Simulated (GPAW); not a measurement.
# Dielectric function and optical constants of Al

Aim: the dielectric function of Al, and the optical constants that follow from it.

Main program and level: GPAW 26.7.0; DFT, PBE, plane-wave PAW (GPAW data sets), scalar-relativistic, RPA, optical limit.

Most raw output is cut from this account.

## (1) Set-up

Symmetry: Fm-3m, No. 225, cubic system. The conventional cell has a = 4.050 Å, b = 4.050 Å, c = 4.050 Å, α = 90.00°, β = 90.00°, γ = 90.00°. Al has 12 Al at 2.86 Å nearest.

## (2) Ground state

First the ground state: is it a metal or has it a gap?

This step: DFT, PBE, plane-wave PAW (GPAW data sets), scalar-relativistic, ground state (GPAW 26.7.0).

Input file gs.py:

```python
from ase import Atoms
from ase.dft.bandgap import bandgap
from gpaw import GPAW, PW, FermiDirac

atoms = Atoms(['Al'],
              cell=[[0.000000000000, 2.024805000000, 2.024805000000],
                    [2.024805000000, 0.000000000000, 2.024805000000],
                    [2.024805000000, 2.024805000000, 0.000000000000]],
              scaled_positions=[[0.000000000000, 0.000000000000, 0.000000000000]],
              pbc=[True, True, True])
atoms.calc = GPAW(mode=PW(450), xc='PBE', kpts={'size': (9, 9, 9), 'gamma': True},
                  occupations=FermiDirac(0.05), maxiter=150, txt='gs.txt')
print('energy (eV)', atoms.get_potential_energy())
print('Fermi level (eV)', atoms.calc.get_fermi_level())
print('valence electrons', atoms.calc.get_number_of_electrons())
print('gap (eV)', bandgap(atoms.calc, output=None)[0])
print('direct gap (eV)', bandgap(atoms.calc, direct=True, output=None)[0])
atoms.calc.write('gs.gpw')
```

The run is started by

```bash
$ OMP_NUM_THREADS=1 python gs.py
```

The job ended after 2.5 s (1 thread of Arm Neoverse V1, shared host; peak memory 0.11 GiB).

This step gave:

| Quantity | Value |
| --- | --- |
| energy | -3.707 eV |
| Fermi energy | 7.073 eV |
| electrons | 3 |

There are states at the Fermi level within the smearing, so the occupations stay smeared and the carriers get a Drude term.

## (3) Bands for the response

At the fixed density, many empty bands are solved on the mesh of the response, since the spectrum sums over them.

This step: DFT, PBE, plane-wave PAW (GPAW data sets), scalar-relativistic, bands at fixed density (GPAW 26.7.0).

Input file nscf.py:

```python
from ase.dft.bandgap import bandgap
from gpaw import GPAW, FermiDirac

calc = GPAW('gs.gpw').fixed_density(kpts={'size': (20, 20, 20), 'gamma': True}, nbands=20, convergence={'bands': 14},
                                    occupations=FermiDirac(0.05), txt='nscf.txt')
print('gap (eV)', bandgap(calc, output=None)[0])
print('direct gap (eV)', bandgap(calc, direct=True, output=None)[0])
print('top band over the Fermi level (eV)', min(calc.get_eigenvalues(kpt=k)[13] for k in range(len(calc.get_ibz_k_points()))) - calc.get_fermi_level())
calc.write('full.gpw', mode='all')
```

The run is started by

```bash
$ OMP_NUM_THREADS=1 python nscf.py
```

Wall time 25 s (1 thread); peak memory 0.17 GiB.

## (4) Dielectric function, RPA

Local fields let the induced charge screen the field inside the cell, which as a rule lowers ε, most along directions where the density is uneven.

This step: DFT, PBE, plane-wave PAW (GPAW data sets), scalar-relativistic, RPA, optical limit (GPAW 26.7.0).

Input file df.py:

```python
from gpaw.response.df import DielectricFunction

df = DielectricFunction('full.gpw', frequencies={'type': 'nonlinear', 'domega0': 0.03, 'omega2': 8},
                        ecut=80,
                        eta=0.1,
                        nbands=14,
                        rate=0.1,
                        txt='df.txt')
for direction in ['x']:
    df.get_dielectric_function(xc='RPA', direction=direction, filename=f'df_{direction}.csv')
```

The run is started by

```bash
$ OMP_NUM_THREADS=1 python df.py
```

Run time: 6.4 s. Hardware: 1 thread; peak memory 0.18 GiB.

Read-outs, printed or worked out from the files:

| Quantity | Value |
| --- | --- |
| centre of weight of the strongest loss peak in the window | 14.17 eV |

Some rows of df_x.csv (energy; Re and Im without local fields; Re and Im with them):

```text
0.000000, 12199.019488, -0.000000, 12197.505185, -0.000000
0.555532, -346.873452, 207.052092, -346.244481, 206.498561
1.143969, -72.501492, 32.728069, -73.780436, 32.096271
1.768324, -50.297897, 14.762952, -50.350451, 14.497438
2.431988, -40.438722, 13.730752, -40.353726, 14.720481
3.138794, -18.035639, 2.750381, -18.012643, 2.724289
3.893091, -14.474982, 3.569816, -14.431460, 4.100505
4.699832, -7.935971, 0.701825, -7.924147, 0.705783
5.564682, -6.256720, 0.751881, -6.341934, 0.893548
6.494155, -3.588619, 0.304170, -3.584572, 0.299238
7.495775, -2.667953, 0.179898, -2.675291, 0.188779
8.578281, -1.702293, 0.354735, -1.636524, 0.349474
9.751884, -1.086139, 0.085395, -1.083189, 0.086523
11.028587, -0.641853, 0.076999, -0.637047, 0.079094
12.422601, -0.307294, 0.043274, -0.308588, 0.047236
13.950874, -0.042662, 0.042332, -0.042965, 0.051359
15.633783, 0.177238, 0.029729, 0.177045, 0.035905
17.496047, 0.343293, 0.020721, 0.343859, 0.022142
19.567954, 0.487310, 0.021271, 0.488635, 0.021454
```

The Im ε, E ∥ x has structure finer than the step of the table below, so its rows give means over 0.5 eV, whole bins alone (the curve runs from 0.305 to 19.9 eV). Peaks (eV: height): 1.45: 75.1, 2.24: 36.3.

Sum at mesh points, not converged in k. The Im ε, E ∥ x by photon energy; means over each step:

```csv
photon energy (eV),"Im ε, E ∥ x"
1.0,46.8
1.5,45.1
2.0,19.4
2.5,14.2
3.0,3.31
3.5,4.05
4.0,3.15
4.5,0.887
5.0,0.901
5.5,1.45
6.0,0.375
6.5,0.334
7.0,0.651
7.5,0.218
8.0,0.159
8.5,0.282
9.0,0.146
9.5,0.115
10.0,0.114
10.5,0.134
11.0,0.0747
11.5,0.0575
12.0,0.100
12.5,0.0513
```

Values under 1 per cm are given as 1; sum at mesh points, not converged in k. The absorption coefficient, E ∥ x by photon energy:

```csv
photon energy (eV),"absorption coefficient, E ∥ x (1/cm)"
0.5,1.1e6
1.0,1.1e6
1.5,1.4e6
2.0,1.1e6
2.5,1.6e6
3.0,1.4e6
3.5,1.2e6
4.0,1.5e6
4.5,1.4e6
5.0,1.3e6
5.5,1.4e6
6.0,1.3e6
6.5,1.2e6
7.0,1.3e6
7.5,1.2e6
8.0,1.2e6
8.5,1.1e6
9.0,1.1e6
9.5,1.1e6
10.0,9.9e5
10.5,9.9e5
11.0,9.0e5
11.5,8.2e5
12.0,7.4e5
12.5,6.8e5
13.0,5.6e5
13.5,3.8e5
14.0,3.0e5
14.5,96420
15.0,68401
15.5,88581
16.0,40569
16.5,45907
17.0,70226
17.5,33380
18.0,28417
18.5,36599
19.0,28476
19.5,29700
```

The Im ε, E ∥ x has structure finer than the step of the table below, so its rows give means over 0.5 eV, whole bins alone (the curve runs from 0.305 to 19.9 eV). Peaks (eV: height): without local fields 1.45: 77.3, 2.24: 36.5; with local fields 1.45: 75.1, 2.24: 36.3.

Sum at mesh points, not converged in k. Im ε, E ∥ x against photon energy; means over each step:

```csv
photon energy (eV),without local fields,with local fields
1.0,47.2,46.8
1.5,46.4,45.1
2.0,20.7,19.4
2.5,13.4,14.2
3.0,3.30,3.31
3.5,4.34,4.05
4.0,2.85,3.15
4.5,0.874,0.887
5.0,1.01,0.901
5.5,1.31,1.45
6.0,0.366,0.375
6.5,0.350,0.334
7.0,0.616,0.651
7.5,0.204,0.218
8.0,0.156,0.159
8.5,0.282,0.282
9.0,0.130,0.146
9.5,0.111,0.115
10.0,0.118,0.114
10.5,0.121,0.134
11.0,0.0717,0.0747
11.5,0.0583,0.0575
12.0,0.0955,0.100
12.5,0.0470,0.0513
```

Sum at mesh points, not converged in k. Reflectivity at normal incidence, E ∥ x against photon energy; read off at these points:

photon energy (eV), reflectivity at normal incidence, E ∥ x (%) and a bar:
```
      1.0       93.2 ##############################
      2.0       84.8 ###########################
      3.0       94.1 ##############################
      4.0       91.1 #############################
      4.7       94.6 ##############################
      5.0       92.6 #############################
      6.0       94.3 ##############################
      7.0       80.4 #########################
      7.6       93.9 ##############################
      8.0       93.8 ##############################
      9.0       93.0 #############################
     10.0       89.1 ############################
     11.0       89.0 ############################
     12.0       75.7 ########################
     13.0       84.2 ###########################
     14.0       66.5 #####################
     15.0       21.1 ######
     16.0       12.4 ###
     17.0        8.0 #
     18.0        5.3 
     19.0        3.9
```

The loss function −Im 1/ε at q → 0, E ∥ x has structure finer than the step of the table below, so its rows give means over 1 eV, whole bins alone (the curve runs from 0.305 to 19.9 eV). Peaks (eV: height): 14.1: 28.8.

Sum at mesh points, not converged in k. Loss function −Im 1/ε at q → 0, E ∥ x against energy loss; means over each step:

```csv
energy loss (eV),"loss function −Im 1/ε at q → 0, E ∥ x"
1,0.00487
2,0.0108
3,0.00875
4,0.0186
5,0.0285
6,0.0185
7,0.0483
8,0.0435
9,0.0786
10,0.138
11,0.173
12,0.540
13,2.19
14,14.2
15,2.64
16,0.614
17,0.375
18,0.139
19,0.107
```

Optical constants at common wavelengths, from n + ik = √ε:

```csv
wavelength (nm),n,k,R (%),1/α
800,2.50,9.264,89.8,6.9 nm
633,1.22,5.768,87.2,8.7 nm
450,0.48,5.212,93.5,6.9 nm
405,0.33,4.419,93.8,7.3 nm
365,0.36,3.749,91.0,7.7 nm
308,0.31,3.644,91.8,6.7 nm
248,0.14,2.503,92.7,7.9 nm
```

A polished face would reflect 82 % of daylight and look faintly blue (CIE x = 0.300, y = 0.314 under D65).

## (5) What came out

- centre of weight of the strongest loss peak in the window, first axis: 14.2 eV

What this shows: At this level (PBE, RPA) Al is a metal. The mesh is too coarse to trust the carriers' weight, the reflectivity or the colour to better than tens of per cent. A polished face would reflect 82 % of daylight and look faintly blue (CIE x = 0.300, y = 0.314 under D65). The carriers' damping of 0.1 eV is typed, not computed; it shapes the response at the lowest energies. GPAW's carrier term has the form −ωp²/(ω + i·rate)², which damps like twice the rate and fails at low energy, so the curves leave the lowest energies out. The sum runs over mesh points 0.13 Å⁻¹ apart with no interpolation, so peaks are partly noise of the mesh, and the Drude plasma energy, a sum over the Fermi surface, isn't converged.

[Machine, clock and banner lines and Python warnings are left out of the logs.]

[Logs are printed without paths, hosts, clocks, repeated set-up lines and the standing remarks that a program may print on its own settings, such as how far it seeks lower states.]

[Hosts, paths, dates, database ids (printed as entryN), source tags and the programs' standing remarks are cut or masked in the printed files.]
